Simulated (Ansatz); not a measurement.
# G0W0 on several functionals: Al2O3 (Corundum)

One-shot GW is not self-consistent; how far does the start matter for Al2O3 (Corundum)?

Method: G0W0 on several functionals, plane waves, PAW, in Ansatz 0.2.0.

## 1. The starting structure

Symmetry: R-3c, No. 167, trigonal system. Conventional cell: a = 4.760 Å, b = 4.760 Å, c = 12.996 Å, α = 90.00°, β = 90.00°, γ = 120.00°. Al has 6 O at 1.85 to 1.97 Å nearest. O has 4 Al at 1.85 to 1.97 Å nearest. Farther neighbours and most contacts between anions are not listed.

Coordinates:

```cif
data_structure
_symmetry_space_group_name_H-M 'R-3c:H'
_symmetry_Int_Tables_number 167
_cell_length_a 4.7605
_cell_length_b 4.7605
_cell_length_c 12.9956
_cell_angle_alpha 90.000
_cell_angle_beta 90.000
_cell_angle_gamma 120.000
_cell_volume 255.05
loop_
_atom_site_label
_atom_site_type_symbol
_atom_site_symmetry_multiplicity
_atom_site_Wyckoff_symbol
_atom_site_fract_x
_atom_site_fract_y
_atom_site_fract_z
_atom_site_occupancy
Al1 Al 12 c 0.33333 0.66667 0.01883 1
O1 O 18 e 0.30668 0.00000 0.25000 1
```

The cell and positions come from the Crystallography Open Database and are kept as given unless a step says otherwise.

## 2. G0W0 on PBE

G0W0 replaces the xc potential by the self-energy, built once from these orbitals. Only a window of levels is corrected, while the sums run over the empty bands that the input names. This step takes hard PAW files.

This step: G0W0 on PBE, plane waves, PAW.

Input file input.yaml:

```yaml
crystal:
  lattice:
    - [2.38025, 1.3742379782, 4.3318666667]
    - [-2.38025, 1.3742379782, 4.3318666667]
    - [0.0, -2.7484759565, 4.3318666667]
  atoms:
    - { symbol: Al, position: [0.35216, 0.35216, 0.35216] }
    - { symbol: Al, position: [0.14784, 0.14784, 0.14784] }
    - { symbol: Al, position: [0.64784, 0.64784, 0.64784] }
    - { symbol: Al, position: [0.85216, 0.85216, 0.85216] }
    - { symbol: O, position: [0.55668, 0.94332, 0.25] }
    - { symbol: O, position: [0.25, 0.55668, 0.94332] }
    - { symbol: O, position: [0.94332, 0.25, 0.55668] }
    - { symbol: O, position: [0.44332, 0.05668, 0.75] }
    - { symbol: O, position: [0.75, 0.44332, 0.05668] }
    - { symbol: O, position: [0.05668, 0.75, 0.44332] }
kpoints:
  mp_grid: { grid: [4, 4, 4] }
hamiltonian:
  xc: pbe
  pseudopotentials: { kind: paw, source: ansatz }
scf:
  occupations: { method: fixed }
gw:
  n_empty_bands: 505
  ecut_chi: 190.0
  qp_bands: [v3, c3]
  qp_kpoints: band_edges
  screening: { model: contour_deformation }
```

Run with:

```bash
> ansatz run input.yaml --threads 4 --pin off --max-ram 138240MiB --backend cuda --events-out ev --progress --plain --runs-dir out --devices 1 --max-vram 26GiB
```

Numbers of over 12 decimals in the logs are rounded to 6 here.

The program printed:

```text
GPUs: using 1 of 1 available (devices: 1).
Engine: ansatz 0.2.0, x86_64-unknown-linux-gnu
Pseudopotentials: kind: paw
Pseudopotential: Al, paw, valence charge 11, recommended cutoff 900 eV (normal), Al.paw.azcp
Pseudopotential: O, paw, valence charge 6, recommended cutoff 930 eV (normal), O.paw.azcp
Functional definition: PBE
  parameter kappa = 0.804
  parameter beta = 0.066725
  exchange = pbe_x(kappa = kappa, mu = beta*pi^2/3)
  correlation = pbe_c(beta = beta)
device memory: the entry about to start is reckoned to put 5.6 GiB on a device that reports 43.9 GiB free (of which the cap on the GPU budget leaves the run 26.0 GiB)
GPU FFT provider: cuFFT
GPU libraries: cuBLAS 13.8.2, cuFFT 12.4.0, cuSOLVER 12.3.4
Crystal: 10 atoms, lattice volume = 85.018 Å³
Basis set: ecut = 930 eV, 5487 PW (Γ)
Bands: 50, of which v1, the nominal top of the filled ones, is band 40 counted from 1 (39 counted from 0)
Symmetry: 12 space group operations
Space group: R-3c (ITA 167), of the structure as read, at distance tolerance 4.4e-5 Å
k-points: 13 of 64
Non-local potential: Al, projectors of the file, l = 0: 2, l = 1: 2, l = 2: 1
Non-local potential: O, projectors of the file, l = 0: 2, l = 1: 2, l = 2: 1
PAW form: soft (Blöchl's): semilocal exchange-correlation on the pseudo side does not see the compensation charge
PAW one-centre angular grid: Al, 110 points (default); XC on 64 Gauss nodes
PAW one-centre angular grid: O, 110 points (default); XC on 64 Gauss nodes
Initial density: superposition of atomic densities (chi_scale 0.1, normalization cell, long waves kept (reshape's long-wave potential 0.01 eV rms))
Initial wavefunctions: pseudopotential atomic-orbital guess
GPU buffer pool allocated for 216000 grid points (all kernels)
GPU transforms: local potential and band sums: pruned to the plane-wave sphere, on 54×54×54
Functional: x = pbe(κ = 0.804, μ = 0.219515), c = pbe(β = 0.066725)
SCF iter   1: F=—  HF=-13145.302345 eV  |F-HF|=—  |Δ(HF+E_count)|=         —  Δρ=9.79e-2  dr2=5.32e0  ethr=3.10e-3  ⟨swp⟩=5.2  Hψ=2477  notcnv=0  defer=83
preconditioner: auto → Resta (q_TF=auto, 2.701 Å⁻¹)  ε∞=3.5  [insulator: Δε(μ)=6.378 eV  Ē_g=17.825 eV  n_scr=26 (ndim 8)  ℏωp=27.9 eV  f_vac=0.000  ε∞_Penn≈3.5]
SCF iter   2: F=—  HF=-13143.998133 eV  |F-HF|=—  |Δ(HF+E_count)|=    1.30e0  Δρ=4.60e-2  dr2=1.05e0  ethr=3.10e-3  ⟨swp⟩=2.0  Hψ=1096  notcnv=0  defer=90
SCF iter   3: F=—  HF=-13143.876524 eV  |F-HF|=—  |Δ(HF+E_count)|=   1.22e-1  Δρ=1.43e-2  dr2=1.52e-1  ethr=1.31e-3  ⟨swp⟩=3.3  Hψ=1121  notcnv=0  defer=100
SCF iter   4: F=—  HF=-13143.874896 eV  |F-HF|=—  |Δ(HF+E_count)|=   1.63e-3  Δρ=2.48e-3  dr2=4.32e-3  ethr=1.90e-4  ⟨swp⟩=2.1  Hψ=886  notcnv=0  defer=103
SCF iter   5: F=—  HF=-13143.877827 eV  |F-HF|=—  |Δ(HF+E_count)|=   2.93e-3  Δρ=9.38e-4  dr2=4.42e-4  ethr=5.40e-6  ⟨swp⟩=2.6  Hψ=915  notcnv=0  defer=104
SCF iter   6: F=—  HF=-13143.878458 eV  |F-HF|=—  |Δ(HF+E_count)|=   6.31e-4  Δρ=1.05e-4  dr2=6.50e-6  ethr=5.52e-7  ⟨swp⟩=2.0  Hψ=940  notcnv=0  defer=104
SCF iter   7: F=—  HF=-13143.878472 eV  |F-HF|=—  |Δ(HF+E_count)|=   1.39e-5  Δρ=1.63e-5  dr2=1.50e-7  ethr=8.12e-9  ⟨swp⟩=2.0  Hψ=962  notcnv=0  defer=100
SCF iter   8: F=-13143.878472 eV  HF=-13143.878472 eV  |F-HF|=5.80e-9  |Δ(HF+E_count)|=   1.85e-7  Δρ=3.73e-6  dr2=7.86e-9  ethr=1.25e-10  ⟨swp⟩=14.9  Hψ=3295  notcnv=0
SCF 1 converged in 8 iterations: F = -13143.878472 eV  dr2 = 7.86e-9
  greatest PAW one-centre occupation: 0.988 electrons in one spin orbital (limit 2), on the Al atom at site 2 (counted from 0), in its partial waves of l = 0
device memory: the entry about to start is reckoned to put 7.1 GiB (of the 7.2 GiB reckoned in all, the device holds 0.1 GiB already) on a device that reports 43.8 GiB free (of which the cap on the GPU budget leaves the run 25.9 GiB)
NSCF: frozen V_eff on 13 k-points
the band table was solved once the SCF had ended and its energy, with any forces and stress, was formed, with the checks that follow a solve (2651 applications of the Hamiltonian). They found nothing against the state; the energy, forces and stress were not computed again (output.eigenvalues in the input reference)
device memory: the entry about to start is reckoned to put 7.8 GiB on a device that reports 43.9 GiB free (of which the cap on the GPU budget leaves the run 26.0 GiB)
NSCF: frozen V_eff on 13 k-points
G₀W₀ screening: q 1/13
[... further progress lines ...]
device memory: the entry about to start is reckoned to put 1.4 GiB on a device that reports 43.4 GiB free (of which the cap on the GPU budget leaves the run 26.0 GiB)
NSCF: frozen V_eff on 1 k-points
device memory: the entry about to start is reckoned to put 1.4 GiB on a device that reports 43.4 GiB free (of which the cap on the GPU budget leaves the run 26.0 GiB)
NSCF: frozen V_eff on 1 k-points
device memory: the entry about to start is reckoned to put 1.4 GiB on a device that reports 43.4 GiB free (of which the cap on the GPU budget leaves the run 26.0 GiB)
NSCF: frozen V_eff on 1 k-points
SCF converged after 8 iterations
Free energy (F): -13143.878472 eV
Harris-Foulkes:  -13143.878472 eV  (|F-HF|=5.80e-9)
Internal energy: -13143.878472 eV  (E = F + TS)
E sigma→0 (E₀):  -13143.878472 eV
Fermi energy:    9.338907 eV
--- Per-component energies (eV) ---
  E_band       = -1845.688743
  E_kinetic    = 2486.149840
  E_local      = -11272.539817  (includes V_loc(G=0)·N_el)
  E_nonlocal   = 1864.859655
  E_hartree    = 3227.934689
  E_xc         = -826.436198
  E_vxc        = -1067.442860  (∫ρ·V_xc dr)
  E_paw        = -2155.214670  (= ΣΔE_a)
  E_vpaw       = -312.585973  (= ΣTr[D̂ρ^β])
  E_aug_tail   = -0.000137  (compensation charges beyond the density's cutoff)
  E_ewald      = -6468.631834
  E_smearing   = -0.000000  (= −TS)
  E_closure    = 0.000000  (closes the sum)
  Σ components = -13143.878472   (vs F -13143.878472, Δ=0.00e0)
--- Band table (eV; the first three rows and the last of 13) ---
  k-point 0: bands = [... 36 lower, 8.8408, 9.2927, 9.2927, 9.3389, 15.5634, 18.4878, 20.0978, 20.8746, ... 6 higher]
  k-point 1: bands = [... 36 lower, 8.5732, 8.8892, 9.1833, 9.2259, 16.8169, 19.3986, 19.4877, 20.1355, ... 6 higher]
  k-point 2: bands = [... 36 lower, 8.4276, 8.4276, 9.0642, 9.0642, 18.8132, 18.8132, 18.9879, 18.9879, ... 6 higher]
  k-point 12: bands = [... 36 lower, 8.9555, 8.9555, 8.9555, 8.9555, 18.0185, 18.0185, 20.4408, 20.4408, ... 6 higher]
--- G₀W₀: contour deformation, 6 samples at zero and on the imaginary axis and 2 off it, 64 q-points, 505 empty bands' worth ---
  eigenvalues of the whole cell's RPA ε∞ on this k-mesh (on a slab, of 1 + 4πα/V) = 3.0902, 3.1227, 3.1227; static W/v taken at q = 0 is 0.321292
  bands read: the sum over 545 bands ends inside a degenerate multiplet in 3 slots, whose members it reads at an even weight; the widest, k=2: bands 545 to 546 (counted from 1) at 1/2 each
  gw.qp_kpoints: band_edges: 11 of 13 stored k-points solved, in 1 pass; an edge of the gap read off the rows below is read off those points alone
    valence top: of the k-points left out ik 10 came nearest to being solved in a further pass, in band 40 (counted from 1, as in the quasiparticle table): it holds the edge there only if its correction is more favourable than any solved in that band by at least 0.514 eV; those differ by 0.099 eV
    conduction bottom: of the k-points left out ik 10 came nearest to being solved in a further pass, in band 41 (counted from 1, as in the quasiparticle table): it holds the edge there only if its correction is more favourable than any solved in that band by at least 2.686 eV; those differ by 0.338 eV
    ik  band        ε_KS         Σx   Σc(E_QP)       V_xc       Z   E_QP_lin       E_QP  E_QP is
     0    38      9.2927   -27.0007     4.0532   -21.3965  0.8068     7.7258     7.7418  root
     0    39      9.2927   -27.0007     4.0532   -21.3965  0.8068     7.7258     7.7418  root
     0    40      9.3389   -26.9255     4.0001   -21.3896  0.8075     7.7876     7.8031  root
     0    41     15.5634   -11.3449    -4.0764   -16.5972  0.8506    16.7452    16.7393  root
     0    42     18.4878    -7.9010    -4.4880   -13.5212  0.8565    19.6262    19.6199  root
     0    43     20.0978    -9.9169    -4.8593   -16.3103  0.8466    21.6448    21.6318  root
     1    38      8.8892   -26.5419     4.1948   -20.7131  0.8044     7.2361     7.2552  root
     1    39      9.1833   -26.8219     4.1089   -21.1306  0.8059     7.5837     7.6009  root
     1    40      9.2259   -26.8135     4.0785   -21.1652  0.8063     7.6394     7.6561  root
     1    41     16.8169   -11.9467    -4.1518   -17.3844  0.8437    18.1103    18.1027  root
     1    42     19.3986    -9.3749    -4.6858   -15.4466  0.8500    20.7946    20.7846  root
     1    43     19.4877    -8.6466    -4.6108   -14.5277  0.8489    20.7666    20.7580  root
     2    38      8.4276   -26.1544     4.3051   -20.1321  0.8028     6.6880     6.7104  root
     2    39      9.0642   -26.6281     4.1710   -20.8403  0.8048     7.4289     7.4473  root
     2    40      9.0642   -26.6281     4.1710   -20.8403  0.8048     7.4289     7.4473  root
     2    41     18.8132   -10.5065    -4.5234   -16.3887  0.8408    20.1820    20.1720  root
     2    42     18.8132   -10.5065    -4.5234   -16.3887  0.8408    20.1820    20.1720  root
     2    43     18.9879    -9.2627    -4.6215   -15.2058  0.8509    20.3186    20.3096  root
     3    38      8.7423   -26.3697     4.2779   -20.4189  0.8030     7.0486     7.0694  root
     3    39      9.0742   -26.6895     4.0752   -21.0254  0.8064     7.4680     7.4853  root
     3    40      9.1698   -26.8410     4.1084   -21.1480  0.8060     7.5680     7.5852  root
     3    41     17.0799   -11.9291    -4.1906   -17.4258  0.8427    18.3940    18.3860  root
     3    42     19.4673    -9.4495    -4.6950   -15.5404  0.8496    20.8733    20.8631  root
     3    43     19.5100    -8.6576    -4.5962   -14.5163  0.8479    20.7812    20.7725  root
[...]
9    42     18.8522   -11.5851    -4.6041   -17.6777  0.8376    20.3527    20.3406  root
     9    43     19.1452    -7.6115    -4.5195   -13.2735  0.8533    20.2945    20.2877  root
    12    38      8.9555   -26.7568     4.1475   -20.9974  0.8055     7.3257     7.3438  root
    12    39      8.9555   -26.7568     4.1475   -20.9974  0.8055     7.3257     7.3438  root
    12    40      8.9555   -26.7568     4.1475   -20.9974  0.8055     7.3257     7.3438  root
    12    41     18.0185   -10.5057    -4.4049   -16.2076  0.8444    19.3240    19.3155  root
    12    42     18.0185   -10.5057    -4.4049   -16.2076  0.8444    19.3240    19.3155  root
    12    43     20.4408    -7.0507    -4.7558   -12.9885  0.8571    21.6303    21.6227  root
```

Elapsed: 39 s, on 1 × NVIDIA H100 80GB HBM3 (shared by 3 runs) with 4 threads of AMD EPYC 7R13 (Zen 3), shared host; peak memory 2.4 GiB; 67 s of CPU time.

Numbers from this step:

- bands summed: 545
- RPA ε∞ on this mesh (eigenvalues): 3.090, 3.123, 3.123
- plane waves in the screening matrix: 507
- q-points in the mesh: 64
- G0W0 gap on the mesh: 8.936 eV
- k of the valence top: 0, 0, 0
- k of the conduction bottom: 0, 0, 0
- starting gap on the mesh: 6.225 eV
- Z at the valence top: 0.8075
- Z at the conduction bottom: 0.8506
- least direct G0W0 gap on the computed points: 8.936 eV

The gap on the mesh goes from 6.22 eV to 8.94 eV, a correction of +2.71 eV. Between the two edge states, bare exchange in place of the xc potential would open the gap by 10.79 eV, and correlation takes back 8.08 eV.

(Part 1 of 2 ends here.)

[Paths, hosts, dates, memory and timing lines, banners, echoed tables and standing remarks are left out of the program output.]

[Logs are printed without paths, hosts, clocks, repeated set-up lines and the standing remarks that a program may print on its own settings, such as how far it seeks lower states.]

[Runs of the session that timed out or met a known fault of the program may be left out.]

[Cells called generated may have been cut or substituted from an entry of the Crystallography Open Database or the Materials Project.]

[Hosts, paths, dates, database ids (printed as entryN), source tags and the programs' standing remarks are cut or masked in the printed files.]
